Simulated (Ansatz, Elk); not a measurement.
**How far do independent atoms describe MgCo2Sb2?**

The structure of MgCo2Sb2 used here is made up (a known structure type with other elements) and was relaxed beforehand with PBE. The aim is the Fourier transform of its all-electron density, F(hkl), set beside the sum over free spherical atoms that refinements use.

Calculated with Elk 11.2.3 (patched build); DFT, PBE, all-electron APW+lo, Dirac cores, scalar-relativistic bands, static density, ferromagnetic start.

This account leaves out most program logs.

The structure was built from a prototype and need not be the compound's stable phase.

## (1) Set-up

The structure is tetragonal, space group I4/mmm (No. 139). The conventional cell has a = 4.276 Å, b = 4.276 Å, c = 10.692 Å, α = 90.00°, β = 90.00°, γ = 90.00°. Nearest to Sb lie 4 Co at 2.48 Å and 1 Sb at 2.83 Å and 4 Mg at 3.34 Å. Co has 4 Sb at 2.48 Å and 4 Co at 3.02 Å and 4 Mg at 3.42 Å nearest. Nearest to Mg lie 8 Sb at 3.34 Å and 8 Co at 3.42 Å. Farther neighbours are not listed.

## (2) Ground state and structure factors

An all-electron density is needed, since X-rays see the cores too. Task 0 finds the density and task 195 Fourier-transforms it; tshift is off so that phases refer to the origin typed.

elk.in

```
tasks
  0
  195
  196

xctype
  20

spinpol
  .true.

rgkmax
  7.0

gmaxvr
  14.0

lmaxo
  7

lmaxapw
  8

swidth
  0.002

tshift
  .false.

ramdisk
  .false.

hmaxvr
  5.5

maxscl
  120

epspot
  1e-06

reducebf
  0.8

sppath
  './'

avec
  -4.04000754685 4.04000754685 10.10247009249
  4.04000754685 -4.04000754685 10.10247009249
  4.04000754685 4.04000754685 -10.10247009249

atoms
  3
  'Sb.in'
  2
  0.3674836568 0.3674836568 0.0000000000   0.000000 0.000000 0.000000
  0.6325163432 0.6325163432 0.0000000000   0.000000 0.000000 0.000000
  'Co.in'
  2
  0.2500000000 0.7500000000 0.5000000000   0.000000 0.000000 -0.035000
  0.7500000000 0.2500000000 0.5000000000   0.000000 0.000000 -0.035000
  'Mg.in'
  1
  0.0000000000 0.0000000000 0.0000000000   0.000000 0.000000 0.000000

ngridk
  6 6 6
```

On the command line:

```sh
OMP_NUM_THREADS=4 elk
```

Wall time 4.9 min (4 threads of Arm Neoverse V2, shared host); peak memory 0.54 GiB.

SFACRHO.OUT:

```text

h k l indices transformed by vhmat matrix:
   1.000000000       0.000000000       0.000000000    
   0.000000000       1.000000000       0.000000000    
   0.000000000       0.000000000       1.000000000    

      h      k      l  multipl.   |H|            Re(F)            Im(F)           |F|

      0      0      0      1   0.0000000       168.00000      0.74501611E-16   168.00000    
     -1     -1      1      2  0.62194545      -49.046851      0.26329135E-13   49.046851    
     -1      0      1      8  0.83749487      -51.611542      0.13683827E-13   51.611542    
     -1      1      0      4   1.0997214       50.244923     -0.57435228E-16   50.244923    
      2      1     -2      8   1.2145081       76.058051      0.32073044E-13   76.058051    
      2      2     -2      2   1.2438909      -30.018882     -0.22979403E-13   30.018882    
      0     -2      1      8   1.2634094       44.048419     -0.21235087E-13   44.048419    
     -1      1      1      4   1.5552410       125.83854     -0.21541275E-13   125.83854    
      3      1     -2      8   1.6603168      -105.28520     -0.10268272E-12   105.28520    
     -2      0      2      8   1.6749897      -37.500433      0.52121721E-13   37.500433    
     -3     -2      3      8   1.7384748       46.885949     -0.32058550E-13   46.885949    
      2     -1     -1     16   1.7664009      -42.211725     -0.13733064E-13   42.211725    
     -3     -3      3      2   1.8658363      -8.2761674     -0.50919443E-15   8.2761674    
      2      1     -3     16   1.9732725       64.331658      0.27510965E-13   64.331658    
     -3     -1      3      8   1.9914917      -26.912812      0.17235904E-13   26.912812    
      2      4     -3      8   2.1658099       59.879644      0.80324535E-13   59.879644    
     -2      2      0      4   2.1994429       108.23864     -0.26502357E-15   108.23864    
      1      1      1      8   2.2856870      -31.863326      0.18271716E-13   31.863326
```

Elk indexes on the primitive cell of elk.in and gives |H| = 4π sin θ/λ in inverse bohr. Below, one row stands for each form hkl of the conventional cell (m members, Friedel mates merged), F is for one primitive cell and the density is static (no thermal factor). Free-atom factors are Waasmaier and Kirfel's, and R is Σm||F|−|F'||/Σm|F|.

| hkl | m | sin θ/λ (Å⁻¹) | abs F, DFT | neutral atoms | diff. |
| --- | --- | --- | --- | --- | --- |
| 002 | 2 | 0.093 | 49.047 | 48.334 | +0.713 |
| 101 | 8 | 0.126 | 51.611 | 51.438 | +0.173 |
| 110 | 4 | 0.165 | 50.245 | 50.748 | -0.503 |
| 103 | 8 | 0.183 | 76.058 | 76.185 | -0.127 |
| 004 | 2 | 0.187 | 30.019 | 29.963 | +0.056 |
| 112 | 8 | 0.190 | 44.048 | 43.936 | +0.112 |
| 200 | 4 | 0.234 | 125.838 | 126.110 | -0.272 |
| 114 | 8 | 0.250 | 105.285 | 105.556 | -0.271 |
| 202 | 8 | 0.252 | 37.500 | 37.729 | -0.229 |
| 105 | 8 | 0.261 | 46.886 | 47.060 | -0.175 |
| 211 | 16 | 0.266 | 42.212 | 42.257 | -0.046 |
| 006 | 2 | 0.281 | 8.276 | 8.616 | -0.340 |
| 213 | 16 | 0.297 | 64.332 | 64.483 | -0.151 |
| 204 | 8 | 0.299 | 26.913 | 26.813 | +0.100 |

## (3) The magnetisation density

The same run holds the spin density, and task 196 transforms it. The order is that of the start, and no other was tried.

SFACMAG_1.OUT:

```text

h k l indices transformed by vhmat matrix:
   1.000000000       0.000000000       0.000000000    
   0.000000000       1.000000000       0.000000000    
   0.000000000       0.000000000       1.000000000    

      h      k      l  multipl.   |H|            Re(F)            Im(F)           |F|

      0      0      0      1   0.0000000       1.1894516      0.47082207E-18   1.1894516    
     -1     -1      1      2  0.62194545      -1.1511617      0.65592964E-15   1.1511617    
     -1      0      1      8  0.83749487     -0.59248064E-02  0.14377904E-15  0.59248064E-02
     -1      1      0      4   1.0997214      -1.0339241     -0.10605435E-18   1.0339241    
      2      1     -2      8   1.2145081     -0.29652589E-02  0.70899083E-16  0.29652589E-02
      2      2     -2      2   1.2438909       1.0692011      0.11506508E-14   1.0692011    
      0     -2      1      8   1.2634094      0.98064645     -0.48388748E-15  0.98064645    
     -1      1      1      4   1.5552410      0.79891048     -0.42583666E-15  0.79891048    
      3      1     -2      8   1.6603168     -0.83571299     -0.75593547E-15  0.83571299    
     -2      0      2      8   1.6749897     -0.77157636      0.10240162E-14  0.77157636    
     -3     -2      3      8   1.7384748      0.54675501E-02  0.71914203E-16  0.54675501E-02
      2     -1     -1     16   1.7664009      0.22269217E-02 -0.44007486E-18  0.22269217E-02
     -3     -3      3      2   1.8658363     -0.80936566      0.32801456E-15  0.80936566    
      2      1     -3     16   1.9732725      0.52179180E-02 -0.26730429E-18  0.52179180E-02
     -3     -1      3      8   1.9914917      0.64479664     -0.82467933E-15  0.64479664    
      2      4     -3      8   2.1658099      0.65212781      0.11117447E-14  0.65212781
```

The total moment is 1.19 μB a cell; sphere moments: Sb1 -0.01, Sb2 -0.01, Co3 +0.63, Co4 +0.63, Mg5 0.00 μB. Polarised neutrons measure spin and orbital magnetisation together; without spin-orbit coupling the run gives the spin part:

| hkl | sin θ/λ (Å⁻¹) | abs F_M (μB) |
| --- | --- | --- |
| 002 | 0.093 | 1.151 |
| 101 | 0.126 | 0.006 |
| 110 | 0.165 | 1.034 |
| 103 | 0.183 | 0.003 |
| 004 | 0.187 | 1.069 |
| 112 | 0.190 | 0.981 |
| 200 | 0.234 | 0.799 |
| 114 | 0.250 | 0.836 |
| 202 | 0.252 | 0.772 |
| 105 | 0.261 | 0.005 |
| 211 | 0.266 | 0.002 |
| 006 | 0.281 | 0.809 |
| 213 | 0.297 | 0.005 |
| 204 | 0.299 | 0.645 |

## (4) The highest occupied states alone

An energy window below the Fermi level keeps the highest occupied states, to see at which angles they scatter; shallow core shells can lie inside it and anion s states outside. No new self-consistency is needed.

Changes to elk.in since step 2:

```diff
@@ -1,5 +1,3 @@
 tasks
-  0
   195
-  196
 
@@ -44,2 +42,5 @@
 
+wsfac
+  -0.176410 0.564580
+
 sppath
```

On the command line:

```sh
OMP_NUM_THREADS=4 elk
```

Run time: 12 s. Hardware: 4 threads; peak memory 0.27 GiB.

States within 12 eV below the Fermi level hold 29.97 electrons; any levels below the window count with the cores. Their amplitudes can exceed the total, where window and core parts have opposite phase:

| hkl | sin θ/λ (Å⁻¹) | abs F, window | abs F, all |
| --- | --- | --- | --- |
| 002 | 0.093 | 15.153 | 49.047 |
| 101 | 0.126 | 2.311 | 51.611 |
| 110 | 0.165 | 9.607 | 50.245 |
| 103 | 0.183 | 0.964 | 76.058 |
| 004 | 0.187 | 9.129 | 30.019 |
| 112 | 0.190 | 10.192 | 44.048 |
| 200 | 0.234 | 8.317 | 125.838 |
| 114 | 0.250 | 7.694 | 105.285 |
| 202 | 0.252 | 7.732 | 37.500 |
| 105 | 0.261 | 0.293 | 46.886 |

## (5) Another functional

The difference from free atoms is small, so it is set against the change that PBEsol makes.

Changes to elk.in since step 4:

```diff
@@ -1,6 +1,8 @@
 tasks
+  0
   195
+  196
 
 xctype
-  20
+  22
 
@@ -42,5 +44,2 @@
 
-wsfac
-  -0.176410 0.564580
-
 sppath
```

On the command line:

```sh
OMP_NUM_THREADS=4 elk
```

Wall time 4.9 min (4 threads); peak memory 0.55 GiB; 17 min of CPU time.

Against the first run R = 0.02 %; the largest change is -0.038 at 220. The moment goes from 1.19 to 1.17 μB.

## (6) Basis size

A smaller basis shows how fast F responds to it; the change is likely larger than the basis error of the first run, but doesn't show convergence.

Changes to elk.in since step 5:

```diff
@@ -6,3 +6,3 @@
 xctype
-  22
+  20
 
@@ -12,3 +12,3 @@
 rgkmax
-  7.0
+  5.5
```

On the command line:

```sh
OMP_NUM_THREADS=4 elk
```

Elapsed: 4.7 min, on 4 threads; peak memory 0.52 GiB.

Against the first run R = 0.03 %; the largest change is +0.141 at 008. The moment goes from 1.19 to 1.19 μB.

## (7) Settings against the effect

| run | R against the first run (%) | R against neutral atoms, low angle (%) | wall time |
| --- | --- | --- | --- |
| PBE, rgkmax 7 | 0.00 | 0.32 | 4.9 min |
| PBEsol | 0.02 | 0.33 | 4.9 min |
| rgkmax 5.5 | 0.03 | 0.31 | 4.7 min |

## (8) Summary of results

| Item | Value |
| --- | --- |
| R against neutral atoms, sin θ/λ < 0.3 Å⁻¹ | 0.32 % |
| R against neutral atoms, 0.3 to 0.79 Å⁻¹ | 0.15 % |

Independent neutral atoms miss the calculated amplitudes by R = 0.32 % below 0.3 Å⁻¹ and 0.15 % from there to 0.79 Å⁻¹; by shells, 0.55 % below 0.15 Å⁻¹ (2 forms), 0.29 % 0.15 to 0.3 (12 forms), 0.14 % 0.3 to 0.45 (21 forms), 0.15 % above 0.45 (114 forms). Bonding, aspherical density and the tables' own atoms all enter these figures, and the runs don't part them. The largest change of an amplitude is +0.71 electrons, at 002. The magnetic order is that of the start. No other order was tried here, and an antiferromagnetic one would change or move the magnetic intensity. The window's part falls from 30.0 electrons at the origin to at most 3.18 between 0.45 and 0.79 Å⁻¹, where compact states inside the window still scatter. Below 0.3 Å⁻¹ the changes that finished (PBEsol and rgkmax 5.5) move F by R = 0.05 % at most, against the 0.32 % that separates it from free atoms. The magnetic factors move by R = 3.2 % (PBEsol) and 1.6 % (rgkmax 5.5), so they aren't settled to better than that. The k-mesh has no finished test. Part of the difference isn't bonding: the tables are fits to free atoms and ions calculated by other methods than this functional. Thermal motion, anomalous dispersion and extinction are left out.

[Logs are printed without paths, hosts, clocks, repeated set-up lines and the standing remarks that a program may print on its own settings, such as how far it seeks lower states.]

[Hosts, paths, dates, database ids (printed as entryN), source tags and the programs' standing remarks are cut or masked in the printed files.]
